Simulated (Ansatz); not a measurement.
# A hypothetical structure for Cr2CdAs2

This structure for Cr2CdAs2 is made up. Its elements were placed in a known structure type with a cell scaled to their sizes. What cell does the guess relax to, and how far off was it?

Calculated with Ansatz 0.2.0; DFT, PBEsol, plane-wave PAW, files of the set soft_1, scalar-relativistic, ferromagnetic start, cell and ions relaxed at zero pressure; PAW set soft_1, in the first sound run; inputs show where later runs differ.

## Step 1: The starting structure

It takes space group I4/mmm (No. 139, tetragonal). The conventional cell has a = 3.715 Å, b = 3.715 Å, c = 11.569 Å, α = 90.00°, β = 90.00°, γ = 90.00°. Nearest to Cd lie 8 As at 3.12 Å and 8 Cr at 3.44 Å. Nearest to As lie 4 Cr at 2.22 Å and 4 Cd at 3.12 Å. Nearest to Cr lie 4 As at 2.22 Å and 4 Cr at 2.63 Å and 4 Cd at 3.44 Å. Farther neighbours are not listed.

## Step 2: Relaxation of the guess

The guessed cell has no reason to be at equilibrium. It is relaxed with the atoms, within the space group of the guess.

Input file input.yaml:

```yaml
crystal:
  lattice:
    - [-1.8575, 1.8575, 5.7845]
    - [1.8575, -1.8575, 5.7845]
    - [1.8575, 1.8575, -5.7845]
  atoms:
    - { symbol: Cd, position: [0.0, 0.0, 0.0] }
    - { symbol: As, position: [0.6452, 0.6452, 0.0] }
    - { symbol: As, position: [0.3548, 0.3548, 0.0] }
    - { symbol: Cr, position: [0.25, 0.75, 0.5], spin: 3.0 }
    - { symbol: Cr, position: [0.75, 0.25, 0.5], spin: 3.0 }
magnetization:
  spin_polarized: true
kpoints:
  mp_grid: { grid: [10, 10, 10] }
scf:
  occupations: { method: fermi_dirac, width: 0.05 }
hamiltonian:
  xc: pbesol
  pseudopotentials: { kind: paw, azcp: { folder: soft_1 }, xc_functional: pbe }
relax:
  f_tol: 0.015
  max_steps: 70
  cell: {}
output:
  forces: true
  stress: true
```

On the command line:

```sh
$ ansatz run input.yaml --threads 4 --pin off --max-ram 8192MiB --backend cpu --events-out ev --progress --plain --runs-dir out
```

Numbers of over 12 decimals in the logs are rounded to 6 here.

Log:

```text
basis.fft_grid_basis auto: the FFT boxes are laid along the combinations [[1, 0, 1], [0, 1, 1], [0, 0, 1]] of the cell's own vectors, 3.715, 3.715 and 6.353 Å long. The dense box has 25×25×45 points. Along the cell's own vectors, as sized, it would have 45×45×45, 3.24 times as many. Of the 16 symmetry operations that the crystal satisfies within crystal.symmetry.tolerance (time reversal apart; of a slab, those that k [...]
Engine: ansatz 0.2.0, x86_64-unknown-linux-gnu
Pseudopotentials: kind: paw
Pseudopotential: Cd, paw, valence charge 20, recommended cutoff 420 eV (normal), soft_1/Cd.paw.azcp
Pseudopotential: As, paw, valence charge 15, recommended cutoff 420 eV (normal), soft_1/As.paw.azcp
Pseudopotential: Cr, paw, valence charge 14, recommended cutoff 420 eV (normal), soft_1/Cr.paw.azcp
Functional definition: PBEsol
  exchange = pbesol_x
  correlation = pbesol_c
Crystal: 5 atoms, lattice volume = 79.833 Å³
Basis set: ecut = 420 eV, 1575 PW (Γ), FFT grids on a1+a3, a2+a3, a3, exchange–correlation on 50×50×90 points (8 copies of the dense FFT grid, shifted against one another)
Bands: 51, of which v1, the nominal top of the filled ones, is band 39 counted from 1 (38 counted from 0)
Symmetry: 16 space group operations
Space group: I4/mmm (ITA 139), of the structure as read, at distance tolerance 4.3e-5 Å
Magnetic group: BNS 139.531 (UNI 1191), of the structure as read, at distance tolerance 4.3e-5 Å
k-points: 102 of 1000
Non-local potential: Cd, projectors of the file, l = 0: 3, l = 1: 2, l = 2: 2, l = 3: 1
Non-local potential: As, projectors of the file, l = 0: 2, l = 1: 2, l = 2: 3, l = 3: 1
Non-local potential: Cr, projectors of the file, l = 0: 3, l = 1: 2, l = 2: 3, l = 3: 1
PAW form: soft (Blöchl's): semilocal exchange-correlation on the pseudo side does not see the compensation charge
PAW frozen core: Cd, regenerated for the run's functional, and the local potential with it (the file was generated under x = pbe(κ = 0.804, μ = 0.219515), c = pbe(β = 0.066725))
PAW frozen core: As, regenerated for the run's functional, and the local potential with it (the file was generated under x = pbe(κ = 0.804, μ = 0.219515), c = pbe(β = 0.066725))
PAW frozen core: Cr, regenerated for the run's functional, and the local potential with it (the file was generated under x = pbe(κ = 0.804, μ = 0.219515), c = pbe(β = 0.066725))
PAW one-centre angular grid: Cd, 590 points (default); XC on 64 Gauss nodes
PAW one-centre angular grid: As, 590 points (default); XC on 64 Gauss nodes
PAW one-centre angular grid: Cr, 590 points (default); XC on 64 Gauss nodes
Initial density: superposition of atomic densities (chi_scale 0.1, normalization cell)
Starting moments: Σ|m| = 6 μB on 2 of 5 sites
Initial wavefunctions: pseudopotential atomic-orbital guess
Functional: x = pbesol(κ = 0.804, μ = 0.123457), c = pbesol(β = 0.046)
SCF iter   1: F=—  HF=-24510.140003 eV  |F-HF|=—  |Δ(HF+E_count)|=         —  Δρ=7.43e-2 (↑7.43e-2 ↓4.15e-2)  dr2=1.12e1  dr2_m=7.03e-1  M=4.314 μB ∫|m|=4.585 μB  β_m=0.30  ethr=3.10e-3  ⟨swp⟩=6.1  Hψ=35839  notcnv=0  defer=16
Mixer restart at iter 1: flushing history
preconditioner: auto → Kerker (q_TF=auto, 2.718 Å⁻¹)  [metal: Δε(μ)=0.010 eV  Ē_g=9.899 eV  σ=0.050 eV  W_gap=0.05  n_scr=32 (ndim 8)  ℏωp=24.2 eV  f_vac=0.000  D(μ)=3.04/eV (n_scr^D=24)]
spin=Collinear: Kerker preconditioning applied to the charge; magnetization (m = ρ↑ − ρ↓) channel mixes plain (no charge-response kernel on spin).
SCF iter   2: F=—  HF=-24507.523305 eV  |F-HF|=—  |Δ(HF+E_count)|=    2.62e0  Δρ=3.82e-2 (↑3.82e-2 ↓3.00e-2)  dr2=5.85e0  dr2_m=2.57e-1  M=4.280 μB ∫|m|=4.584 μB  β_m=0.47  ethr=3.10e-3  ⟨swp⟩=2.1  Hψ=16143  notcnv=0  defer=822
SCF iter   3: F=—  HF=-24506.385574 eV  |F-HF|=—  |Δ(HF+E_count)|=    1.14e0  Δρ=1.79e-2 (↑1.21e-2 ↓1.79e-2)  dr2=2.73e0  dr2_m=4.73e-2  M=4.106 μB ∫|m|=4.424 μB  β_m=0.74  ethr=3.10e-3  ⟨swp⟩=2.0  Hψ=13914  notcnv=0  defer=822
SCF iter   4: F=—  HF=-24505.927950 eV  |F-HF|=—  |Δ(HF+E_count)|=   4.58e-1  Δρ=6.08e-3 (↑5.58e-3 ↓6.08e-3)  dr2=2.43e-1  dr2_m=1.22e-2  M=3.801 μB ∫|m|=4.072 μB  β_m=0.85  ethr=3.10e-3  ⟨swp⟩=2.8  Hψ=14809  notcnv=0  defer=675
SCF iter   5: F=—  HF=-24505.962909 eV  |F-HF|=—  |Δ(HF+E_count)|=         —  Δρ=1.59e-2 (↑1.59e-2 ↓6.27e-3)  dr2=1.12e-1  dr2_m=8.56e-2  M=3.338 μB ∫|m|=3.548 μB  β_m=0.85  ethr=3.11e-4  ⟨swp⟩=2.8  Hψ=19776  notcnv=0  defer=656
Mixer restart at iter 5: flushing history
SCF iter   6: F=—  HF=-24505.992053 eV  |F-HF|=—  |Δ(HF+E_count)|=   2.91e-2  Δρ=2.30e-3 (↑2.20e-3 ↓2.30e-3)  dr2=1.04e-2  dr2_m=2.22e-4  M=3.367 μB ∫|m|=3.567 μB  β_m=0.80  ethr=1.44e-4  ⟨swp⟩=2.7  Hψ=19789  notcnv=0  defer=656
SCF iter   7: F=—  HF=-24505.980430 eV  |F-HF|=—  |Δ(HF+E_count)|=   1.16e-2  Δρ=4.85e-3 (↑4.85e-3 ↓1.64e-3)  dr2=1.78e-2  dr2_m=7.26e-3  M=3.260 μB ∫|m|=3.451 μB  β_m=0.81  ethr=1.34e-5  ⟨swp⟩=2.1  Hψ=21245  notcnv=0  defer=630
SCF iter   8: F=—  HF=-24505.974972 eV  |F-HF|=—  |Δ(HF+E_count)|=   5.46e-3  Δρ=2.34e-3 (↑2.34e-3 ↓4.67e-4)  dr2=3.31e-3  dr2_m=1.15e-3  M=3.293 μB ∫|m|=3.483 μB  β_m=0.87  ethr=1.34e-5  ⟨swp⟩=2.0  Hψ=19385  notcnv=0  defer=628
SCF iter   9: F=—  HF=-24505.976091 eV  |F-HF|=—  |Δ(HF+E_count)|=   1.12e-3  Δρ=2.91e-4 (↑1.67e-4 ↓2.91e-4)  dr2=1.86e-4  dr2_m=1.12e-5  M=3.274 μB ∫|m|=3.463 μB  β_m=0.81  ethr=4.24e-6  ⟨swp⟩=2.0  Hψ=18937  notcnv=0  defer=629
SCF iter  10: F=—  HF=-24505.976139 eV  |F-HF|=—  |Δ(HF+E_count)|=   4.75e-5  Δρ=2.23e-4 (↑2.23e-4 ↓1.81e-4)  dr2=2.23e-4  dr2_m=9.48e-7  M=3.275 μB ∫|m|=3.465 μB  β_m=0.90  ethr=2.39e-7  ⟨swp⟩=2.0  Hψ=15491  notcnv=0  defer=628
SCF iter  11: F=—  HF=-24505.976147 eV  |F-HF|=—  |Δ(HF+E_count)|=   8.33e-6  Δρ=1.50e-4 (↑1.50e-4 ↓4.21e-5)  dr2=3.00e-5  dr2_m=4.64e-6  M=3.266 μB ∫|m|=3.455 μB  β_m=0.77  ethr=2.39e-7  ⟨swp⟩=1.7  Hψ=11461  notcnv=0  defer=629
SCF iter  12: F=—  HF=-24505.976144 eV  |F-HF|=—  |Δ(HF+E_count)|=   2.85e-6  Δρ=6.70e-5 (↑6.70e-5 ↓3.02e-5)  dr2=2.90e-6  dr2_m=1.64e-6  M=3.265 μB ∫|m|=3.454 μB  β_m=0.88  ethr=3.84e-8  ⟨swp⟩=2.0  Hψ=13253  notcnv=0  defer=630
SCF iter  13: F=—  HF=-24505.976144 eV  |F-HF|=—  |Δ(HF+E_count)|=   1.19e-7  Δρ=6.42e-6 (↑5.55e-6 ↓6.42e-6)  dr2=2.28e-7  dr2_m=1.51e-9  M=3.266 μB ∫|m|=3.455 μB  β_m=0.94  ethr=3.72e-9  ⟨swp⟩=2.0  Hψ=11684  notcnv=0  defer=630
SCF iter  14: F=-24505.976144 eV  HF=-24505.976144 eV  |F-HF|=2.99e-8  |Δ(HF+E_count)|=   3.51e-8  Δρ=4.12e-6 (↑4.12e-6 ↓1.60e-6)  dr2=3.64e-8  dr2_m=1.80e-9  M=3.265 μB ∫|m|=3.454 μB  ethr=1.28e-10  ⟨swp⟩=2.2  Hψ=30744  notcnv=0
SCF 1 converged in 14 iterations: F = -24505.976144 eV  dr2 = 3.64e-8
[...]
relax step   3: F+E_penalty+E_count = -24507.92199009 eV  Δ(F+E_penalty+E_count) = -4.928e-1 eV  max|allowed force component| = 4.635e-1 eV/Å  Δτ_max = 0.0712 Å  P = +1.856 GPa  Ω = 83.172 Å³  energy of the carried Pulay correction = -1.195e-3 eV  (9 SCF iters, dr2 threshold 5.00e-7 eV, accepted)
[... from here on, the SCF cycles and remarks between the steps are left out ...]
relax step   4: F+E_penalty+E_count = -24508.07237877 eV  Δ(F+E_penalty+E_count) = -1.504e-1 eV  max|allowed force component| = 5.335e-1 eV/Å  Δτ_max = 0.0447 Å  P = +1.469 GPa  Ω = 81.862 Å³  energy of the carried Pulay correction = -7.320e-4 eV  (9 SCF iters, dr2 threshold 5.00e-7 eV, accepted)
relax step   5: F+E_penalty+E_count = -24508.11073759 eV  Δ(F+E_penalty+E_count) = -3.836e-2 eV  max|allowed force component| = 6.876e-2 eV/Å  Δτ_max = 0.0718 Å  P = -1.215 GPa  Ω = 84.895 Å³  energy of the carried Pulay correction = -1.792e-3 eV  (10 SCF iters, dr2 threshold 5.00e-7 eV, accepted)
relax step   6: F+E_penalty+E_count = -24508.11626745 eV  Δ(F+E_penalty+E_count) = -5.530e-3 eV  max|allowed force component| = 1.494e-2 eV/Å  Δτ_max = 0.0137 Å  P = +0.186 GPa  Ω = 83.634 Å³  energy of the carried Pulay correction = -1.356e-3 eV  (9 SCF iters, dr2 threshold 5.00e-7 eV, accepted)
relax step   7: F+E_penalty+E_count = -24508.11636550 eV  Δ(F+E_penalty+E_count) = -9.805e-5 eV  max|allowed force component| = 4.031e-4 eV/Å  Δτ_max = 0.0006 Å  P = +0.003 GPa  Ω = 83.766 Å³  energy of the carried Pulay correction = -1.402e-3 eV  (8 SCF iters, dr2 threshold 1.68e-7 eV, accepted)
relax step   8: F+E_penalty+E_count = -24508.13708610 eV  Δ(F+E_penalty+E_count) = -2.072e-2 eV  max|allowed force component| = 1.057e-3 eV/Å  Δτ_max = 0.0000 Å  P = +0.453 GPa  Ω = 83.766 Å³  stress off target by 6.80e-1 GPa  SCF on the basis re-selected at this cell (its energy is not comparable with the rows above)  (11 SCF iters)
relax step   9: F+E_penalty+E_count = -24508.13851754 eV  Δ(F+E_penalty+E_count) = -1.431e-3 eV  max|allowed force component| = 2.111e-4 eV/Å  Δτ_max = 0.0055 Å  P = +0.068 GPa  Ω = 84.120 Å³  energy of the carried Pulay correction = -1.109e-4 eV  (8 SCF iters, dr2 threshold 5.00e-7 eV, accepted)
relax step  10: F+E_penalty+E_count = -24508.13853204 eV  Δ(F+E_penalty+E_count) = -1.450e-5 eV  max|allowed force component| = 6.842e-4 eV/Å  Δτ_max = 0.0010 Å  P = -0.006 GPa  Ω = 84.187 Å³  energy of the carried Pulay correction = -1.325e-4 eV  (8 SCF iters, dr2 threshold 2.64e-8 eV, accepted)
iter 1 solved again at ethr=3.07e-8 eV; its pass at ethr=3.10e-3 eV (dr2=2.40e-5 eV) is discarded
SCF iter   1: F=—  HF=-24508.138632 eV  |F-HF|=—  |Δ(HF+E_count)|=         —  Δρ=1.33e-4 (↑1.33e-4 ↓9.71e-5)  dr2=9.71e-7  dr2_m=2.52e-7  M=3.974 μB ∫|m|=4.559 μB  β_m=0.65  ethr=3.07e-8  ⟨swp⟩=3.3  Hψ=64845  notcnv=0
spin=Collinear: Kerker preconditioning applied to the charge; magnetization (m = ρ↑ − ρ↓) channel mixes plain (no charge-response kernel on spin).
SCF iter   2: F=—  HF=-24508.138666 eV  |F-HF|=—  |Δ(HF+E_count)|=   3.39e-5  Δρ=4.72e-5 (↑4.72e-5 ↓3.48e-5)  dr2=1.21e-7  dr2_m=3.12e-8  M=3.974 μB ∫|m|=4.559 μB  β_m=0.65  ethr=1.25e-9  ⟨swp⟩=1.1  Hψ=10438  notcnv=0
SCF iter   3: F=—  HF=-24508.138671 eV  |F-HF|=—  |Δ(HF+E_count)|=   5.45e-6  Δρ=1.46e-6 (↑1.46e-6 ↓1.20e-6)  dr2=1.08e-9  dr2_m=2.51e-11  M=3.974 μB ∫|m|=4.559 μB  β_m=0.64  ethr=1.55e-10  ⟨swp⟩=1.1  Hψ=10419  notcnv=0
SCF iter   4: F=—  HF=-24508.138671 eV  |F-HF|=—  |Δ(HF+E_count)|=   2.17e-7  Δρ=6.00e-7 (↑6.00e-7 ↓4.60e-7)  dr2=1.63e-9  dr2_m=8.67e-12  M=3.974 μB ∫|m|=4.559 μB  β_m=0.64  ethr=1.39e-12  ⟨swp⟩=2.0  Hψ=18072  notcnv=0
SCF iter   5: F=—  HF=-24508.138671 eV  |F-HF|=—  |Δ(HF+E_count)|=   1.94e-9  Δρ=4.62e-7 (↑3.87e-7 ↓4.62e-7)  dr2=9.67e-10  dr2_m=1.61e-11  M=3.974 μB ∫|m|=4.559 μB  β_m=0.82  ethr=1.39e-12  ⟨swp⟩=2.0  Hψ=12837  notcnv=0
SCF iter   6: F=—  HF=-24508.138671 eV  |F-HF|=—  |Δ(HF+E_count)|=  7.89e-10  Δρ=1.63e-7 (↑1.57e-7 ↓1.63e-7)  dr2=7.74e-11  dr2_m=5.74e-12  M=3.974 μB ∫|m|=4.559 μB  β_m=0.76  ethr=1.24e-12  ⟨swp⟩=2.1  Hψ=14465  notcnv=0
SCF iter   7: F=—  HF=-24508.138671 eV  |F-HF|=—  |Δ(HF+E_count)|=  5.09e-11  Δρ=5.56e-8 (↑5.56e-8 ↓3.64e-8)  dr2=1.39e-11  dr2_m=2.52e-13  M=3.974 μB ∫|m|=4.559 μB  β_m=0.82  ethr=1.00e-12  ⟨swp⟩=1.0  Hψ=10404  notcnv=0
SCF iter   8: F=-24508.138671 eV  HF=-24508.138671 eV  |F-HF|=4.00e-11  |Δ(HF+E_count)|=  2.55e-11  Δρ=1.11e-7 (↑1.11e-7 ↓7.97e-8)  dr2=4.49e-11  dr2_m=2.11e-13  M=3.974 μB ∫|m|=4.559 μB  ethr=1.00e-12  ⟨swp⟩=3.0  Hψ=30859  notcnv=0
SCF 11 converged in 8 iterations: F = -24508.138671 eV  dr2 = 4.49e-11
relax step  11: F+E_penalty+E_count = -24508.13867120 eV  Δ(F+E_penalty+E_count) = -1.392e-4 eV  max|allowed force component| = 7.063e-4 eV/Å  Δτ_max = 0.0000 Å  P = -0.009 GPa  Ω = 84.187 Å³  stress off target by 1.28e-2 GPa  SCF on the basis re-selected at this cell (its energy is not comparable with the rows above)  (8 SCF iters)
basis re-selected at this cell: Δ(F+E_penalty+E_count) = -1.392e-4 eV, ΔP = -0.002 GPa vs the last step (what re-selecting the basis moved, of the pressure what is left beyond the Pulay correction that the steps carried, after the strain that the cell walked since its last selection, with what the two solves' SCF thresholds leave and, on support functions, any second-order correction that the steps lacked; it is no m [...]
SCF converged after 8 iterations
Magnetization: 3.9738 μB (40.9869 up, 37.0131 down)
Absolute magnetization: 4.5572 μB (∫|ρ↑−ρ↓|, with the PAW one-centre terms)
Spin contamination: 0.1309 ħ² per cell (⟨S²⟩ above its minimum at these occupations)
Per-site moments (μB) at R_I (Å): [(-0.039246, 1.318307), (-0.078675, 0.985811), (-0.078675, 0.985811), (1.844782, 0.985811), (1.844782, 0.985811)]
Free energy (F): -24508.138671 eV
Harris-Foulkes:  -24508.138671 eV  (|F-HF|=4.00e-11)
Internal energy: -24508.112491 eV  (E = F + TS)
E sigma→0 (E₀):  -24508.125581 eV
Entropy (-TS):   -0.026180 eV (-5.236 meV/atom)
Fermi energy:    14.254009 eV
--- Per-component energies (eV) ---
  E_band       = -1171.395819
  E_kinetic    = 1247.586768
  E_local      = -9176.726539  (includes V_loc(G=0)·N_el)
  E_nonlocal   = -565.606300
  E_hartree    = 4647.609154
  E_xc         = -526.798314
  E_vxc        = -638.824311  (∫ρ·V_xc dr)
  E_paw        = -10360.488637  (= ΣΔE_a)
  E_vpaw       = -1333.045357  (= ΣTr[D̂ρ^β])
  E_aug_tail   = 0.001946  (compensation charges beyond the density's cutoff)
  E_ewald      = -9776.285390
  E_core_change = 2.594821  (= ΣΔE_core)
  E_smearing   = -0.026180  (= −TS)
  E_closure    = 0.000000  (closes the sum)
  Σ components = -24508.138671   (vs F -24508.138671, Δ=0.00e0)
--- Forces (eV/Å), atoms counted from 1 ---
  atom   1  Cd     0.00000000     0.00000000     0.00000000
  atom   2  As    -0.00000000     0.00000000     0.00070632
  atom   3  As    -0.00000000     0.00000000    -0.00070632
  atom   4  Cr     0.00000000     0.00000000     0.00000000
  atom   5  Cr     0.00000000    -0.00000000     0.00000000
  max |Σ_I F_I| component: 1.30e-18 eV/Å
--- Stress (GPa, compression-positive) ---
       -0.012844       0.000000       0.000000
        0.000000      -0.012844       0.000000
       -0.000000      -0.000000       0.000067
  P = ⅓ Tr σ = -0.0085 GPa (-0.085 kbar)
--- Relaxed structure (9 steps of the walk, 9 accepted, 2 SCFs on fresh bases) ---
  F+E_penalty+E_count = -24508.13867120 eV   max|allowed force component| = 7.063e-4 eV/Å   (the final SCF, on the basis selected at the relaxed cell)
  cell:  # Å, volume = 84.1872 Å³
    - [-2.084062, 2.084062, 4.845796]
    - [2.084062, -2.084062, 4.845796]
    - [2.084062, 2.084062, -4.845796]
  atoms:
    - { symbol: Cd, position: [-4.798267026645159e-19, -4.798267026645154e-19, 0] }
    - { symbol: As, position: [0.629315, 0.629315, 0] }
    - { symbol: As, position: [0.370685, 0.370685, 0] }
    - { symbol: Cr, position: [0.25, 0.75, 0.5] }
    - { symbol: Cr, position: [0.75, 0.25, 0.5] }
```

Elapsed: 2.1 min, on 4 threads of Intel Xeon Platinum 8488C (Sapphire Rapids), shared host; peak memory 0.94 GiB.

Step by step:

| step | energy less that of the first step (eV) | largest force component (eV/Å) | pressure (GPa) | volume (Å³) |
| --- | --- | --- | --- | --- |
| 1 | 0.0000 | 4.3070 | 24.83 | 79.83 |
| 2 | -1.4530 | 1.4966 | 7.92 | 82.80 |
| 3 | -1.9458 | 0.4635 | 1.86 | 83.17 |
| 4 | -2.0962 | 0.5335 | 1.47 | 81.86 |
| 5 | -2.1346 | 0.0688 | -1.21 | 84.89 |
| 6 | -2.1401 | 0.0149 | 0.19 | 83.63 |
| 7 | -2.1402 | 0.0004 | 0.00 | 83.77 |
| 8* | -2.1609 | 0.0011 | 0.45 | 83.77 |
| 9 | -2.1624 | 0.0002 | 0.07 | 84.12 |
| 10 | -2.1624 | 0.0007 | -0.01 | 84.19 |
| 11* | -2.1625 | 0.0007 | -0.01 | 84.19 |

Relaxation steps marked * repeat the geometry before them on a plane-wave basis chosen anew for their cell, so energy and pressure can jump there.

Forces are held to the 16 operations that the run works with; a distortion that breaks them can't arise in this run.

| cell as run | before | after | change |
| --- | --- | --- | --- |
| a (Å) | 6.353 | 5.672 | -10.7 % |
| b (Å) | 6.353 | 5.672 | -10.7 % |
| c (Å) | 6.353 | 5.672 | -10.7 % |
| α (°) | 146.00 | 136.88 | -6.2 % |
| β (°) | 146.00 | 136.88 | -6.2 % |
| γ (°) | 48.85 | 62.62 | +28.2 % |
| volume (Å³/atom) | 15.97 | 16.84 | +5.5 % |

The atoms that moved most (Å, as changes of fractional coordinates times the final cell):

| atom | dx | dy | dz | length |
| --- | --- | --- | --- | --- |
| As2 | 0.000 | 0.000 | -0.154 | 0.154 |
| As3 | 0.000 | 0.000 | 0.154 | 0.154 |

The relaxed structure:

```xyz
5
Lattice="-2.0841 2.0841 4.8458 2.0841 -2.0841 4.8458 2.0841 2.0841 -4.8458" Properties=species:S:1:pos:R:3 pbc="T T T"
Cd    0.0000    0.0000    0.0000
As    0.0000    0.0000    6.0991
As    0.0000    0.0000    3.5925
Cr    2.0841    0.0000    2.4229
Cr    0.0000    2.0841    2.4229
```

This step gave:

- free energy: -24508.1387 eV
- energy at zero smearing: -24508.1256 eV
- smearing term TS: 0.02618 eV
- Fermi energy: 14.25 eV
- magnetization: 3.974 μB
- absolute magnetization: 4.557 μB
- site moments: -0.03925, -0.07867, -0.07867, 1.845, 1.845 μB
- electrons: 78
- symmetry operations: 16
- pressure: -0.008540 GPa

Site moment by atom:

| atom | site moment (μB) |
| --- | --- |
| Cd1 | -0.04 |
| As2 | -0.08 |
| As3 | -0.08 |
| Cr4 | 1.84 |
| Cr5 | 1.84 |

The shortest distance of each pair, which need not be the same contact before and after:

| pair | guess (Å) | relaxed (Å) |
| --- | --- | --- |
| As–Cr | 2.218 | 2.390 |
| As–As | 3.360 | 2.507 |
| Cr–Cr | 2.627 | 2.947 |
| Cd–Cr | 3.437 | 3.196 |
| As–Cd | 3.118 | 3.203 |

The relaxation ends with a largest force component of 7.1e-4 eV/Å and a pressure of -0.01 GPa.

(Part 1 of 2 ends here.)

[Logs are printed without paths, hosts, clocks, repeated set-up lines and the standing remarks that a program may print on its own settings, such as how far it seeks lower states.]

[Hosts, paths, dates, database ids (printed as entryN), source tags and the programs' standing remarks are cut or masked in the printed files.]
